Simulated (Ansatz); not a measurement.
# Heat carried by phonons in CdF2 (Fm-3m)

Aim: the lattice thermal conductivity of CdF2 against temperature, and which phonons carry it.

Measurements to reproduce:
- thermal conductivity 4.3 W/m/K near room temperature (given in “Predicting the lattice thermal conductivity of solids by solving the Boltzmann transport equation: AFLOW - AAPL an automated, accurate and efficient framework”, 2017, arXiv:1611.05481)

Program: Ansatz 0.2.0. Level of theory: DFT LDA, scalar-relativistic, plane waves, PAW. Results are calculated unless marked as measured.

Report form: the programs' logs are mostly left out.

### 1. Starting point

It takes space group Fm-3m (No. 225, cubic). Conventional cell: a = 5.388 Å, b = 5.388 Å, c = 5.388 Å, α = 90.00°, β = 90.00°, γ = 90.00°. Cd has 8 F at 2.33 Å nearest. F has 4 Cd at 2.33 Å nearest. Farther neighbours and most contacts between anions are not listed.

### 2. Probe on a coarse mesh

Before spending time, one coarse run tells the gap and the pressure of the starting cell.

Input file input.yaml:

```yaml
crystal:
  lattice:
    - [0.0, 2.694, 2.694]
    - [2.694, 0.0, 2.694]
    - [2.694, 2.694, 0.0]
  atoms:
    - { symbol: Cd, position: [0.0, 0.0, 0.0] }
    - { symbol: F, position: [0.25, 0.25, 0.25] }
    - { symbol: F, position: [0.75, 0.75, 0.75] }
kpoints:
  mp_grid: { grid: [6, 6, 6] }
hamiltonian:
  xc: lda
scf:
  occupations: { method: gaussian, width: 0.1 }
output:
  forces: true
  stress: true
  eigenvalues: true
```

Run with:

```bash
ansatz run input.yaml --threads 18 --pin off --max-ram 92160MiB --backend cuda --events-out ev --progress --plain --runs-dir out
```

Elapsed: 1.2 s, on 1 × NVIDIA GB200 with 18 threads of Arm Neoverse V2, shared host; peak memory 1.1 GiB; 1.7 s of CPU time.

This step gave:

```
pressure          : -5.704 GPa
gap on the k-mesh : 2.831 eV
volume per atom   : 13.03 Å³
```

The start is under -5.7 GPa at this level and looks like an insulator or semiconductor on this mesh.

### 3. Finding the static equilibrium

The vibrations must be taken about the equilibrium of this functional, not about the starting cell, so the structure is relaxed.

input.yaml, the sections that differ from step 2:

```yaml
kpoints:
  mp_grid: { grid: [8, 8, 8] }
scf:
  occupations: { method: gaussian, width: 0.02 }
relax:
  adjacent_minimum: "off"
  f_tol: 0.005
  max_steps: 80
  cell: { stress_tol: 0.05 }
# crystal, hamiltonian, output: as in step 2
```

It took 3.4 s on 1 × NVIDIA GB200 with 18 threads; peak memory 1.1 GiB; 6.1 s of CPU time.

The steps of the relaxation:

```
step  energy less that of the first step (eV)  largest force component (eV/Å)  pressure (GPa)  volume (Å³)
   1                                   0.0000                          0.0000           -5.70        39.10
   2                                  -0.0445                          0.0000            0.20        37.23
   3                                  -0.0442                          0.0000           -0.01        37.29
  4*                                  -0.0360                          0.0000           -0.42        37.29
   5                                  -0.0369                          0.0000            0.00        37.17
  6*                                  -0.0363                          0.0000           -0.02        37.17
```

Relaxation steps marked * repeat the geometry before them on a plane-wave basis chosen anew for their cell, so energy and pressure can jump there.

The run keeps the 48 symmetry operations that it works with, so distortions that break them were not tested.

```
conventional cell, symmetrised  before  after  change
                         a (Å)   5.388  5.298  -1.7 %
                         b (Å)   5.388  5.298  -1.7 %
                         c (Å)   5.388  5.298  -1.7 %
              volume (Å³/atom)   13.03  12.39  -4.9 %
```

The relaxed structure:

```
Cd F
1.0
     0.00000    2.64882    2.64882
     2.64882    0.00000    2.64882
     2.64882    2.64882    0.00000
Cd F
1 2
Cartesian
  0.0000 0.0000 0.0000
  1.3244 1.3244 1.3244
  3.9732 3.9732 3.9732
```

Numbers from this step:

| Item | Value |
| --- | --- |
| pressure | -0.01824 GPa |
| gap on the k-mesh | 2.992 eV |
| volume per atom | 12.39 Å³ |

The relaxation ends with a pressure of -0.02 GPa.

### 4. Relaxing to small residual forces and stress

The relaxation is repeated with tighter thresholds on force and stress, since phonons are sensitive to what is left; a change of mesh or smearing in the input moves the cell too.

input.yaml, the sections that differ from step 3:

```yaml
crystal:
  lattice:
    - [0.0, 2.6488238053, 2.6488238053]
    - [2.6488238053, 0.0, 2.6488238053]
    - [2.6488238053, 2.6488238053, 0.0]
  atoms:
    - { symbol: Cd, position: [0.0, 0.0, 0.0] }
    - { symbol: F, position: [0.25, 0.25, 0.25] }
    - { symbol: F, position: [0.75, 0.75, 0.75] }
scf:
  occupations: { method: fixed }
relax:
  adjacent_minimum: "off"
  f_tol: 0.001
  max_steps: 60
  cell: { stress_tol: 0.01 }
# kpoints, hamiltonian, output: as in step 3
```

Run time: 2.1 s. Hardware: 1 × NVIDIA GB200 with 18 threads; peak memory 1.1 GiB; 3.3 s of CPU time.

Little changed from the start: no atom moved by 0.005 Å and no cell edge by 0.1 %.

This step gave:

```
pressure : -0.001796 GPa
```

The residual pressure is -0.0018 GPa, small enough for phonons.

### 5. An input with a fault

This input was changed on purpose, to see how the program answers.

Input file input.yaml:

```yaml
crystal:
  lattice:
    - [0.0, 2.6487096973, 2.6487096973]
    - [2.6487096973, 0.0, 2.6487096973]
    - [2.6487096973, 2.6487096973, 0.0]
  atoms:
    - { symbol: Cd, position: [0.0, 0.0, 0.0] }
    - { symbol: F, position: [0.25, 0.25, 0.25] }
    - { symbol: F, position: [0.75, 0.75, 0.75] }
kpoints:
  mp_grid: { grid: [6, 6, 6] }
hamiltonian:
  xc: lda
scf:
  occupations: { method: fixed }
  max_iter: 80
output:
  eigenvalues: true
phonons:
  supercell: [2, 2, 2]
  dielectric: false
  third_order: { supercell: [2, 2, 2], pair_cutoff: 2.444 }
  lattice_thermal_conductivity:
    qmesh: [11, 11, 11]
    temperatures: [300]
    isotope_mass_variance:
      - { species: Cd, variance: -0.0001 }
      - { species: F, variance: -0.0001 }
```

Elapsed: 0.02 s, on 18 threads; peak memory 0.035 GiB.

The program refused the input before any cycle.

The program's message: “Error: 2 input errors — fix all and re-run
  1. invalid value for `phonons.lattice_thermal_conductivity.isotope_mass_variance[].variance`: must be finite and ≥ 0; got -0.0001
  2. invalid value for `p …”

The fault put into the input: a negative mass variance.

### 6. Anharmonic force constants and conductivity

The supercell must be wider than twice the pair cutoff, and the number of displaced cells grows with the pairs inside it, which is where the cost lies.

input.yaml, the sections that differ from step 5:

```yaml
kpoints:
  mp_grid: { grid: [8, 8, 8] }
scf:
  occupations: { method: fixed }
phonons:
  method: fd
  dielectric: true
  qmesh: [8, 8, 8]
  temperatures: { t_max: 1000, t_step: 50 }
  qpath:
    path:
      - [[0.0, 0.0, 0.0], [0.5, 0.0, 0.5], [0.5, 0.25, 0.75], [0.375, 0.375, 0.75], [0.0, 0.0, 0.0], [0.5, 0.5, 0.5], [0.625, 0.25, 0.625], [0.5, 0.25, 0.75], [0.5, 0.5, 0.5], [0.375, 0.375, 0.75]]
      - [[0.625, 0.25, 0.625], [0.5, 0.0, 0.5]]
    npoints: 10
  third_order: { supercell: [4, 4, 4], pair_cutoff: 4.738 }
  lattice_thermal_conductivity:
    qmesh: [21, 21, 21]
    temperatures: [100.0, 150.0, 200.0, 300.0, 400.0, 500.0, 600.0, 800.0]
    isotope_mass_variance: [{ species: Cd, variance: 0.0002716 }, { species: F, variance: 0.0 }]
    solution: relaxation_time
# crystal, hamiltonian, output: as in step 5
```

Wall time 13 min (1 × NVIDIA GB200 with 18 threads); peak memory 12 GiB; 86 min of CPU time.

This step gave:

| Quantity | Value |
| --- | --- |
| lowest frequency on the path | 0 cm⁻¹ |
| zero-point energy | 0.1292 eV/cell |
| point group | m-3m |
| highest frequency | 413.6 cm⁻¹ |
| mean sound speed | 2.553 km/s |
| Debye temperature elastic | 329 K |
| Debye temperature from the second moment | 472 K |
| κ at 300 K (relaxation time) | 5.208 W/m/K |
| dipole term | run |
| mean free path at half of κ | 4.23 nm |
| share of κ above the three lowest branches | 0.298 |
| third-order blocks | 2787 |
| periodic aliases dropped | 0 |
| largest relative sum-rule correction | 0.2327 |
| displaced cells, third order | 171 |

LO-TO term included. The phonon branches at the labelled points (cm⁻¹):

```
    point  branch 1  branch 2  branch 3  branch 4  branch 5  branch 6  branch 7  branch 8  branch 9
        Γ         0         0         0       237       237       319       319       319       390
  halfway        61        61       149       204       204       246       345       345       400
        X       111       111       117       156       156       199       366       366       414
  halfway       113       124       126       151       187       210       347       371       410
        W       115       137       139       158       158       292       292       377       404
  halfway       111       131       145       160       173       252       326       371       405
        K       106       128       142       179       191       217       350       356       405
  halfway        74        78       142       201       281       282       306       331       386
        Γ         0         0         0       237       237       319       319       319       390
  halfway        64        64       125       248       248       312       312       313       379
        L        88        88       187       266       266       299       299       307       361
  halfway        95       118       174       200       231       266       326       338       387
        U       106       128       142       179       191       217       350       356       405
  halfway       111       131       145       160       173       252       326       371       405
        W       115       137       139       158       158       292       292       377       404
  halfway        98       124       171       196       202       294       297       354       390
        L        88        88       187       266       266       299       299       307       361
  halfway        95       118       174       200       231       266       326       338       387
        K       106       128       142       179       191       217       350       356       405
jump to U       106       128       142       179       191       217       350       356       405
  halfway       110       120       121       166       175       194       362       363       411
        X       111       111       117       156       156       199       366       366       414
```

Table of lattice thermal conductivity, RTA xx by temperature:

```
temperature (K)  lattice thermal conductivity, RTA xx (W/m/K)
            100                                          17.3
            150                                          10.4
            200                                          7.69
            300                                          5.21
            400                                          4.01
            500                                          3.31
            600                                          2.83
            800                                          2.24
```

The modes has structure finer than the step of the table below, so its rows give means over 10 cm⁻¹, whole bins alone (the curve runs from -10 to 436 cm⁻¹). Peaks (cm⁻¹: height): Cd 96.5: 0.0367, 172.2: 0.0298; F 130.2: 0.0117, 233.9: 0.0214, 323.6: 0.0335, 390.9: 0.0311.

Phonopy on the run's constants, 19x19x19 mesh, Gaussian sigma 3.2 cm⁻¹. Table of modes by wavenumber; means over each step; values in 1/cm⁻¹/cell:

```
wavenumber (cm⁻¹)       Cd        F
                0   3.2e-5   9.7e-6
               10   2.0e-4   6.6e-5
               20   6.8e-4   2.2e-4
               30  0.00155   5.0e-4
               40  0.00281   8.8e-4
               50  0.00462  0.00136
               60  0.00707  0.00192
               70   0.0109  0.00263
               80   0.0182  0.00354
               90   0.0323  0.00478
              100   0.0357  0.00456
              110   0.0287  0.00376
              120   0.0152  0.00557
              130   0.0128   0.0106
              140  0.00837  0.00777
              150  0.00943  0.00783
              160   0.0191   0.0136
              170   0.0283   0.0160
              180   0.0239   0.0165
              190   0.0115   0.0173
              200  0.00445   0.0185
              210  0.00254   0.0188
              220  0.00233   0.0197
              230  0.00218   0.0199
              240  0.00172   0.0189
              250  0.00131   0.0193
              260   9.4e-4   0.0178
              270   7.4e-4   0.0161
              280   6.7e-4   0.0145
              290   8.4e-4   0.0182
              300   8.6e-4   0.0205
              310   7.6e-4   0.0239
              320   7.4e-4   0.0303
              330   7.3e-4   0.0309
              340   7.1e-4   0.0290
              350   7.3e-4   0.0276
              360   7.8e-4   0.0268
              370   6.7e-4   0.0196
              380  0.00132   0.0169
              390  0.00250   0.0296
              400   9.6e-4   0.0293
              410   1.7e-4   0.0138
              420   4.2e-6   8.3e-4
              430        0        0
```

Distinct triplets, nearest first. Third order norms, by row:

```
   sites  side 1 (Å)  side 2 (Å)  side 3 (Å)  norm of the 27 components (eV/Å³)
Cd-Cd-Cd           0           0           0                                  0
   F-F-F           0           0           0                              40.07
  Cd-F-F           0        2.29        2.29                              18.63
 Cd-F-Cd           0        2.29        2.29                              19.46
  Cd-F-F        2.29        2.29        2.65                              0.914
   F-F-F           0        2.65        2.65                              5.081
  Cd-F-F        2.29        2.29        3.75                              0.313
 Cd-F-Cd        2.29        2.29        3.75                              0.675
   F-F-F        2.65        2.65        3.75                              0.253
Cd-Cd-Cd           0        3.75        3.75                              1.823
Cd-Cd-Cd        3.75        3.75        3.75                                0.1
   F-F-F           0        3.75        3.75                              0.573
   F-F-F        3.75        3.75        3.75                              0.015
   F-F-F        3.75        3.75        3.75                              0.048
  Cd-F-F        2.29        2.65        4.39                               0.29
  Cd-F-F        2.29        3.75        4.39                              0.086
 Cd-F-Cd        2.29        3.75        4.39                              0.125
  Cd-F-F           0        4.39        4.39                              0.389
  Cd-F-F        3.75        4.39        4.39                               0.05
  Cd-F-F        3.75        4.39        4.39                              0.012
  Cd-F-F        2.65        4.39        4.39                              0.071
 Cd-F-Cd        3.75        4.39        4.39                              0.073
 Cd-F-Cd        3.75        4.39        4.39                              0.025
 Cd-F-Cd           0        4.39        4.39                               0.36
  Cd-F-F        2.29        2.29        4.59                              0.144
   F-F-F        2.65        3.75        4.59                              0.041
   F-F-F        2.65        3.75        4.59                              0.073
  Cd-F-F        4.39        4.39        4.59                              0.009
  Cd-F-F        2.29        4.39        4.59                              0.038
   F-F-F           0        4.59        4.59                              0.145
```

Born charge (rows field, columns displacement) (e), principal values of the symmetric part by kind of site:

```
atom  atoms with these values    low  middle   high   mean
 Cd1                        1   2.46    2.46   2.46   2.46
  F2                        2  -1.23   -1.23  -1.23  -1.23
```

In full for Cd1:

```
2.46 0.00 0.00
0.00 2.46 0.00
0.00 0.00 2.46
```

RTA, 300 K. Kappa by branch, by row:

```
branch (by rank)  mean frequency (THz)  mean rms speed (km/s)  median lifetime (ps)  share of kappa
               1                  2.66                   1.28                  1.86           0.168
               2                  3.08                   1.99                  1.45            0.28
               3                   4.6                   2.25                 0.713           0.254
               4                  5.85                   2.46                 0.331           0.053
               5                  6.53                   3.17                 0.297           0.081
               6                  7.84                   3.78                 0.284           0.104
               7                  9.73                   2.47                 0.273           0.043
               8                  10.4                   1.49                 0.265           0.014
               9                 11.78                   0.96                  0.16           0.003
```

Table of spectral kappa at 300 K, relaxation time (W/m/K/THz) by frequency; read off at these points:

```
frequency (THz)  spectral kappa at 300 K, relaxation time (W/m/K/THz)
           0.25                                                 0.381
           0.75                                                 0.798
           1.25                                                 0.974
           1.75                                                  1.00
           2.75                                                 0.900
           3.25                                                 0.702
           3.75                                                 0.500
           4.25                                                 0.310
           4.75                                                 0.301
           5.25                                                 0.310
           5.75                                                 0.318
           6.75                                                 0.347
           7.25                                                 0.298
           7.75                                                 0.291
           8.25                                                 0.256
           8.75                                                 0.228
           9.25                                                 0.195
           9.75                                                 0.167
          10.75                                                0.0458
          11.25                                                0.0126
          11.75                                                0.0170
          12.25                                               0.00432
```

Relaxation-time solution. Table of share of κ carried by shorter paths by mean free path:

```
mean free path (nm)  100 K  300 K  800 K
              0.316      0  0.005  0.093
              0.464      0  0.014  0.252
              0.681  0.001  0.042  0.387
                  1  0.001  0.115  0.442
               1.47  0.004  0.295  0.519
               2.15   0.01  0.374  0.585
               3.16  0.028  0.434  0.642
               4.64  0.083  0.518  0.702
               6.81  0.168  0.585  0.759
                 10  0.214  0.646  0.803
               14.7  0.282  0.702  0.845
               21.5  0.374  0.768  0.901
               31.6   0.45  0.822   0.93
               46.4  0.516  0.848  0.934
               68.1  0.588  0.898  0.971
                100  0.657  0.925      1
                147  0.711  0.942      1
                215   0.77  0.969      1
                316  0.835      1      1
                464  0.887      1      1
                681  0.887      1      1
               1000  0.952      1      1
               1470      1      1      1
```

(Part 1 of 2 ends here.)

[Logs are printed without paths, hosts, clocks, repeated set-up lines and the standing remarks that a program may print on its own settings, such as how far it seeks lower states.]

[Hosts, paths, dates, database ids (printed as entryN), source tags and the programs' standing remarks are cut or masked in the printed files.]

[A step with changed settings may run another functional than the one named; its input shows which.]
